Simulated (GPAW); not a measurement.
Consider S vacancy in Nb2CS2.

```cif
data_structure
_symmetry_space_group_name_H-M 'P 1'
_symmetry_Int_Tables_number 1
_cell_length_a 6.5380
_cell_length_b 6.5380
_cell_length_c 8.5470
_cell_angle_alpha 90.000
_cell_angle_beta 90.000
_cell_angle_gamma 120.000
_cell_volume 316.40
loop_
_atom_site_label
_atom_site_type_symbol
_atom_site_fract_x
_atom_site_fract_y
_atom_site_fract_z
_atom_site_occupancy
Nb1 Nb 0.33333 0.16667 0.86964 1
Nb2 Nb 0.33018 0.66509 0.86058 1
Nb3 Nb 0.83491 0.16982 0.86058 1
Nb4 Nb 0.83491 0.66509 0.86058 1
Nb5 Nb 0.15712 0.34288 0.13215 1
Nb6 Nb 0.15712 0.81424 0.13215 1
Nb7 Nb 0.68576 0.34288 0.13215 1
Nb8 Nb 0.66667 0.83333 0.13572 1
S9 S 0.33173 0.66587 0.32409 1
S10 S 0.83413 0.16827 0.32409 1
S11 S 0.83413 0.66587 0.32409 1
S12 S 0.16751 0.33249 0.67592 1
S13 S 0.16751 0.83501 0.67592 1
S14 S 0.66499 0.33249 0.67592 1
S15 S 0.66667 0.83333 0.67838 1
C16 C 0.00082 0.00041 0.00183 1
C17 C 0.00000 0.50000 0.99943 1
C18 C 0.49959 0.00041 0.00183 1
C19 C 0.49959 0.49918 0.00183 1
```

Absorber: atom 11, with 2 Nb at 2.46 Å and 1 Nb at 2.49 Å (distorted pyramidal). Method: GPAW, LDA, excited-electron core hole (neutral cell), 19-atom cell with 6.5 Å between holes, 5×5×4 k points, dipole transitions, Gaussian full width 0.9 eV up to 4 eV, rising linearly to 3.5 eV at 25 eV.

**Question.** Predict the near-edge structure at the S K edge.

Main maxima up to 24 eV above the zero (height): 2.4 eV (1.66), 5.7 eV (0.98), 9.5 eV (1.42) and 22.7 eV (1.07). A K edge sees empty p states; the first features are S p mixed into the empty d states of the Nb neighbours, and the broad ones above probably into the cations' higher empty bands. The total-energy difference is 2456.10 eV. The functional leaves an error in such absolute values: in the free atom LDA prices this hole 9.1 eV below PBE (computed apart), and PBE is itself good to a few eV.

The S K spectrum (energy from the lowest empty level; intensity scaled to a mean of 1 over the first 20 eV):

| E (eV) | isotropic | ε ∥ x | ε ∥ y | ε ∥ z |
| --- | --- | --- | --- | --- |
| -2.0 | 0.00 | 0.00 | 0.00 | 0.00 |
| -1.5 | 0.00 | 0.00 | 0.00 | 0.00 |
| -1.0 | 0.00 | 0.00 | 0.00 | 0.00 |
| -0.5 | 0.06 | 0.06 | 0.05 | 0.06 |
| 0.0 | 0.34 | 0.33 | 0.31 | 0.38 |
| 0.5 | 0.67 | 0.61 | 0.67 | 0.73 |
| 1.0 | 0.71 | 0.68 | 0.77 | 0.67 |
| 1.5 | 0.98 | 1.12 | 1.16 | 0.67 |
| 2.0 | 1.51 | 2.04 | 1.74 | 0.76 |
| 2.5 | 1.65 | 2.22 | 1.88 | 0.86 |
| 3.0 | 1.46 | 1.69 | 1.91 | 0.77 |
| 3.5 | 1.03 | 1.03 | 1.42 | 0.66 |
| 4.0 | 0.64 | 0.44 | 0.71 | 0.76 |
| 4.5 | 0.69 | 0.27 | 0.39 | 1.42 |
| 5.0 | 0.91 | 0.43 | 0.47 | 1.85 |
| 5.5 | 0.97 | 0.58 | 0.61 | 1.72 |
| 6.0 | 0.96 | 0.63 | 0.67 | 1.58 |
| 6.5 | 0.82 | 0.60 | 0.70 | 1.16 |
| 7.0 | 0.74 | 0.61 | 0.81 | 0.79 |
| 7.5 | 0.86 | 0.76 | 1.02 | 0.81 |
| 8.0 | 1.09 | 0.99 | 1.18 | 1.10 |
| 8.5 | 1.28 | 1.19 | 1.21 | 1.44 |
| 9.0 | 1.39 | 1.32 | 1.22 | 1.63 |
| 9.5 | 1.42 | 1.41 | 1.27 | 1.59 |
| 10.0 | 1.40 | 1.46 | 1.32 | 1.42 |
| 10.5 | 1.36 | 1.48 | 1.31 | 1.27 |
| 11.0 | 1.30 | 1.47 | 1.25 | 1.19 |
| 11.5 | 1.25 | 1.41 | 1.18 | 1.16 |
| 12.0 | 1.19 | 1.34 | 1.11 | 1.13 |
| 12.5 | 1.13 | 1.26 | 1.07 | 1.08 |
| 13.0 | 1.08 | 1.18 | 1.04 | 1.01 |
| 13.5 | 1.02 | 1.10 | 1.02 | 0.93 |
| 14.0 | 0.97 | 1.02 | 1.01 | 0.87 |
| 14.5 | 0.92 | 0.93 | 1.02 | 0.80 |
| 15.0 | 0.87 | 0.85 | 1.02 | 0.73 |
| 15.5 | 0.81 | 0.77 | 0.99 | 0.66 |
| 16.0 | 0.75 | 0.70 | 0.92 | 0.63 |
| 16.5 | 0.72 | 0.67 | 0.86 | 0.64 |
| 17.0 | 0.71 | 0.66 | 0.81 | 0.66 |
| 17.5 | 0.72 | 0.69 | 0.79 | 0.69 |
| 18.0 | 0.75 | 0.75 | 0.79 | 0.72 |
| 18.5 | 0.79 | 0.82 | 0.81 | 0.74 |
| 19.0 | 0.84 | 0.90 | 0.85 | 0.76 |
| 19.5 | 0.89 | 0.98 | 0.89 | 0.79 |
| 20.0 | 0.93 | 1.04 | 0.93 | 0.83 |
| 20.5 | 0.98 | 1.07 | 0.97 | 0.88 |
| 21.0 | 1.01 | 1.09 | 1.00 | 0.94 |
| 21.5 | 1.04 | 1.10 | 1.03 | 0.98 |
| 22.0 | 1.06 | 1.10 | 1.05 | 1.02 |
| 22.5 | 1.07 | 1.09 | 1.06 | 1.05 |
| 23.0 | 1.07 | 1.08 | 1.06 | 1.06 |
| 23.5 | 1.05 | 1.06 | 1.04 | 1.06 |
| 24.0 | 1.03 | 1.04 | 1.00 | 1.04 |
| 24.5 | 0.99 | 1.01 | 0.96 | 1.01 |
| 25.0 | 0.96 | 0.98 | 0.93 | 0.97 |
| 25.5 | 0.93 | 0.95 | 0.90 | 0.94 |
| 26.0 | 0.92 | 0.92 | 0.89 | 0.93 |
| 26.5 | 0.91 | 0.90 | 0.89 | 0.94 |
| 27.0 | 0.93 | 0.90 | 0.91 | 0.97 |
| 27.5 | 0.95 | 0.91 | 0.93 | 1.01 |

The hole lies in one spin channel, while the script sums the empty states of both and takes the lower zero; where the two channels are split, this blurs and shifts the curve. The cell shows no gap over 0.35 eV; the host's own band filling, the defect's levels or the functional may be the cause. The starting moments shrank to 0.00 μB or less, so this is hardly a magnetic state. In so small a cell the defects form an ordered array, and no site is far from one. The mesh is coarse (0.22 Å⁻¹ between points), so small maxima may be mesh ripples.

[Banner, clock and machine lines of the logs are left out without a mark of their own.]

[Logs are printed without paths, hosts, clocks, repeated set-up lines and the standing remarks that a program may print on its own settings, such as how far it seeks lower states.]

[Hosts, paths, dates, database ids (printed as entryN), source tags and the programs' standing remarks are cut or masked in the printed files.]

[Lists of maxima count a maximum above −3 eV only where it reaches 4 % of the highest in the window and stands out from its surroundings by 2 % of it (1.5 % where it reaches 55 %); shoulders and weaker maxima are passed over, and of the rest the first, up to two pre-edge ones and the few strongest are named.]
